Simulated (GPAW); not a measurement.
# Dielectric function and optical constants of CdF2, part 2 of 2

Aim: the dielectric function of CdF2, and the optical constants that follow from it.

GPAW 26.7.0; DFT, PBE, plane-wave PAW (GPAW data sets), scalar-relativistic, RPA, optical limit.

So far. Step 2 (Ground state): There is a gap, 3.13 eV on this mesh (points off the mesh can give less), so no carriers' term is needed.

## 4. Dielectric function, RPA

Transitions between filled and empty bands, summed over the zone, give the optical response, so mesh, band count and broadening shape it.

The induced potential is part of this response.

This step: DFT, PBE, plane-wave PAW (GPAW data sets), scalar-relativistic, RPA, optical limit (GPAW 26.7.0).

The input, df.py:

```python
from gpaw.response.df import DielectricFunction

df = DielectricFunction('full.gpw', frequencies={'type': 'nonlinear', 'domega0': 0.03, 'omega2': 8},
                        ecut=50,
                        eta=0.15,
                        nbands=34,
                        txt='df.txt')
for direction in ['x']:
    df.get_dielectric_function(xc='RPA', direction=direction, filename=f'df_{direction}.csv')
```

Command:

```console
$ OMP_NUM_THREADS=1 python df.py
```

What it wrote:

```text
Using integrator: PointIntegrator
NonLinearFrequencyDescriptor(from 0.000 to 61.014 eV, 490 points)
Nonperiodic BCs:  [False False False]
Using integrator: PointIntegrator
NonLinearFrequencyDescriptor(from 0.000 to 61.014 eV, 490 points)
Nonperiodic BCs:  [False False False]

Calculating chi0 body with:
    Ground state adapter containing:
    Number of spins: 1
    Number of kpoints: 4096
    Number of irreducible kpoints: 145
    Number of completely occupied states: 13
    Number of partially occupied states: 13

    Linear response parametrization:
    q_c: [0.0, 0.0, 0.0]
    Number of frequency points: 490
    Planewave cutoff: 50.0
    Number of bands: 34
    Number of planewaves: 27
    Broadening (eta): 0.15

Integrating chi0 body.

Symmetries of q_c:
    Direct symmetries (Uq -> q): 48
    Indirect symmetries (TUq -> q): 0
In total 48 allowed symmetries.

145 groups of equivalent kpoints. 96.4599609375% reduction.

Integral kind: spectral function

Calculating chi0 optical extensions with:
    Ground state adapter containing:
    Number of spins: 1
    Number of kpoints: 4096
    Number of irreducible kpoints: 145
    Number of completely occupied states: 13
    Number of partially occupied states: 13

    Linear response parametrization:
    Number of frequency points: 490
    Planewave cutoff: 50.0
    Number of bands: 34
    Number of planewaves: 27
    Broadening (eta): 0.15
Integrating chi0 head and wings.

Symmetries of q_c:
    Direct symmetries (Uq -> q): 48
    Indirect symmetries (TUq -> q): 0
In total 48 allowed symmetries.

145 groups of equivalent kpoints. 96.4599609375% reduction.

Integral kind: spectral function wings
```

Run time: 13 s. Hardware: 1 thread of Arm Neoverse V2, shared host; peak memory 0.24 GiB.

This step gave:

* electronic dielectric constant ε∞, mean over x, y and z (by symmetry where fewer were run): 2.630
* main peak of Im epsilon, first axis: 10.28 eV

The Im ε, E ∥ x has structure finer than the step of the table below, so its rows give means over 0.5 eV, whole bins alone (the curve runs from 0 to 19.9 eV). Peaks (eV: height): 6.66: 1.39, 10.31: 2.60, 12.42: 2.18, 13.77: 2.39.

Values under the direct gap are tails of Lorentzian lines. The Im ε, E ∥ x by photon energy; means over each step:

photon energy (eV), Im ε, E ∥ x and a bar:
```
      0.5       0.00 
      1.0       0.01 
      1.5       0.01 
      2.0       0.02 
      2.5       0.03 
      3.0       0.04 
      3.5       0.09 #
      4.0       0.34 ####
      4.5       0.79 ##########
      5.0       1.03 #############
      5.5       1.14 ###############
      6.0       1.25 ################
      6.5       1.27 ################
      7.0       1.26 ################
      7.5       1.27 ################
      8.0       1.14 ###############
      8.5       1.04 #############
      9.0       1.27 ################
      9.5       1.42 ##################
     10.0       2.22 #############################
     10.5       2.33 ##############################
     11.0       1.42 ##################
     11.5       1.17 ###############
     12.0       1.58 ####################
     12.5       1.95 #########################
     13.0       1.58 ####################
     13.5       2.14 ############################
     14.0       2.28 #############################
     14.5       2.06 ###########################
     15.0       1.51 ###################
     15.5       1.09 ##############
     16.0       1.02 #############
     16.5       0.87 ###########
     17.0       0.68 #########
     17.5       0.87 ###########
     18.0       0.88 ###########
     18.5       0.87 ###########
     19.0       0.82 ###########
     19.5       0.68 #########
```

Table of Re ε, E ∥ x by photon energy:

photon energy (eV), Re ε, E ∥ x and a bar:
```
      0.0       2.63 #######################
      0.5       2.64 #######################
      1.0       2.65 #######################
      1.5       2.68 #######################
      2.0       2.73 ########################
      2.5       2.80 #########################
      3.0       2.91 ##########################
      3.5       3.09 ###########################
      4.0       3.38 ##############################
      4.5       3.34 ##############################
      5.0       3.16 ############################
      5.5       2.93 ##########################
      6.0       2.76 ########################
      6.5       2.73 ########################
      7.0       2.49 ######################
      7.5       2.35 ####################
      8.0       2.24 ###################
      8.5       2.47 #####################
      9.0       2.56 ######################
      9.5       2.76 ########################
     10.0       2.72 ########################
     10.5       1.45 ############
     11.0       1.23 ##########
     11.5       1.86 ################
     12.0       2.22 ###################
     12.5       1.43 ############
     13.0       1.76 ###############
     13.5       1.79 ###############
     14.0       1.03 ########
     14.5       0.62 ####
     15.0       0.20 
     15.5       0.46 ###
     16.0       0.63 ####
     16.5       0.55 ###
     17.0       0.86 ######
     17.5       1.03 ########
     18.0       0.89 #######
     18.5       0.94 #######
     19.0       0.86 ######
     19.5       0.96 #######
```

The loss function −Im 1/ε at q → 0, E ∥ x has structure finer than the step of the table below, so its rows give means over 1 eV, whole bins alone (the curve runs from 0 to 19.9 eV). Peaks (eV: height): 10.9: 0.412, 12.7: 0.375, 16.5: 0.840, 19.1: 0.585.

Values under the direct gap are tails of Lorentzian lines. Table of loss function −Im 1/ε at q → 0, E ∥ x by energy loss; means over each step:

| energy loss (eV) | loss function −Im 1/ε at q → 0, E ∥ x |
| --- | --- |
| 1 | 0.00101 |
| 2 | 0.00233 |
| 3 | 0.00520 |
| 4 | 0.0325 |
| 5 | 0.0951 |
| 6 | 0.134 |
| 7 | 0.166 |
| 8 | 0.172 |
| 9 | 0.150 |
| 10 | 0.196 |
| 11 | 0.350 |
| 12 | 0.238 |
| 13 | 0.304 |
| 14 | 0.361 |
| 15 | 0.641 |
| 16 | 0.737 |
| 17 | 0.609 |
| 18 | 0.535 |
| 19 | 0.555 |

The reflectivity at normal incidence, E ∥ x has structure finer than the step of the table below, so its rows give means over 1 eV, whole bins alone (the curve runs from 0 to 19.9 eV). Peaks (eV: height): 4.6: 9.28, 10.3: 13.7, 12.4: 11.6, 14.9: 16.5, 17.8: 4.60.

The reflectivity at normal incidence, E ∥ x by photon energy; means over each step:

| photon energy (eV) | reflectivity at normal incidence, E ∥ x (%) |
| --- | --- |
| 1 | 5.73 |
| 2 | 6.06 |
| 3 | 6.84 |
| 4 | 8.65 |
| 5 | 8.96 |
| 6 | 8.31 |
| 7 | 7.78 |
| 8 | 6.69 |
| 9 | 7.82 |
| 10 | 11.9 |
| 11 | 7.91 |
| 12 | 8.51 |
| 13 | 8.88 |
| 14 | 13.5 |
| 15 | 13.7 |
| 16 | 7.25 |
| 17 | 3.74 |
| 18 | 4.09 |
| 19 | 3.68 |

The Im ε, E ∥ x has structure finer than the step of the table below, so its rows give means over 0.5 eV, whole bins alone (the curve runs from 0 to 19.9 eV). Peaks (eV: height): without local fields 6.66: 1.39, 10.31: 2.61, 12.42: 2.31, 13.77: 2.66, 17.61: 1.21; with local fields 6.66: 1.39, 10.31: 2.60, 12.42: 2.18, 13.77: 2.39.

Values under the direct gap are tails of Lorentzian lines. Im ε, E ∥ x against photon energy; means over each step:

| photon energy (eV) | without local fields | with local fields |
| --- | --- | --- |
| 0.5 | 0.00342 | 0.00337 |
| 1.0 | 0.00714 | 0.00703 |
| 1.5 | 0.0116 | 0.0114 |
| 2.0 | 0.0174 | 0.0171 |
| 2.5 | 0.0261 | 0.0258 |
| 3.0 | 0.0421 | 0.0417 |
| 3.5 | 0.0947 | 0.0941 |
| 4.0 | 0.344 | 0.342 |
| 4.5 | 0.797 | 0.793 |
| 5.0 | 1.03 | 1.03 |
| 5.5 | 1.14 | 1.14 |
| 6.0 | 1.25 | 1.25 |
| 6.5 | 1.27 | 1.27 |
| 7.0 | 1.26 | 1.26 |
| 7.5 | 1.28 | 1.27 |
| 8.0 | 1.16 | 1.14 |
| 8.5 | 1.08 | 1.04 |
| 9.0 | 1.29 | 1.27 |
| 9.5 | 1.40 | 1.42 |
| 10.0 | 2.22 | 2.22 |
| 10.5 | 2.33 | 2.33 |
| 11.0 | 1.44 | 1.42 |
| 11.5 | 1.21 | 1.17 |
| 12.0 | 1.71 | 1.58 |
| 12.5 | 2.08 | 1.95 |
| 13.0 | 1.85 | 1.58 |
| 13.5 | 2.44 | 2.14 |
| 14.0 | 2.54 | 2.28 |
| 14.5 | 2.30 | 2.06 |
| 15.0 | 1.67 | 1.51 |
| 15.5 | 1.19 | 1.09 |
| 16.0 | 1.13 | 1.02 |
| 16.5 | 0.985 | 0.874 |
| 17.0 | 0.873 | 0.683 |
| 17.5 | 1.15 | 0.866 |
| 18.0 | 1.00 | 0.883 |
| 18.5 | 0.871 | 0.867 |
| 19.0 | 0.768 | 0.823 |
| 19.5 | 0.702 | 0.682 |

Optical constants at common wavelengths, from n + ik = √ε:

| wavelength (nm) | n | k | R (%) | 1/α |
| --- | --- | --- | --- | --- |
| 1550 | 1.63 | 0.002 | 5.7 | 73 µm |
| 800 | 1.64 | 0.004 | 5.9 | 18 µm |
| 532 | 1.67 | 0.007 | 6.2 | 6.4 µm |
| 450 | 1.69 | 0.009 | 6.5 | 3.8 µm |
| 308 | 1.84 | 0.097 | 8.9 | 254 nm |
| 248 | 1.80 | 0.288 | 9.1 | 69 nm |
| 193 | 1.68 | 0.350 | 8.0 | 44 nm |

Below the direct gap, k and the depth come from the tails of the Lorentzian lines, not from transitions.

Rows near the edge hang on the gap, which this functional as a rule makes too small, and phonon-assisted absorption is left out.

## 5. Summary of results

```yaml
electronic_dielectric_constant_eps_infinity_mean_over_x_y_and_z_by_symmetry_where_fewer_were_run_rpa: 2.63
main_peak_of_im_epsilon_first_axis: 10.3 eV
```

**Reading.** At this level (PBE, RPA) CdF2 has ε∞ = 2.63 and n = 1.63 at 1550 nm, and Im ε peaks at 10.3 eV. On the mesh the gap is 3.07 eV and the least direct gap 3.53 eV, so on this mesh the band edges lie at different points. Local fields change the static value along x from 2.69 to 2.63 (-2 %). Distinct maxima of Im ε, read by a parabola through the highest points, lie at 6.64 eV (1.4), 10.28 eV (2.6), 12.41 eV (2.2) and 13.75 eV (2.4). Excitons and phonon-assisted transitions are missing; PBE gaps are as a rule too small, which pulls the onset down and ε∞ up. The sum runs over mesh points, so small or evenly spaced maxima can still be ripples of the mesh. In this version of GPAW the matrix elements of the optical limit are incomplete, which can lower ε − 1 by up to a tenth where first-row anions or d states rule, and shift it by more in d metals.

[Machine, clock and banner lines and Python warnings are left out of the logs.]

[Logs are printed without paths, hosts, clocks, repeated set-up lines and the standing remarks that a program may print on its own settings, such as how far it seeks lower states.]

[Hosts, paths, dates, database ids (printed as entryN), source tags and the programs' standing remarks are cut or masked in the printed files.]
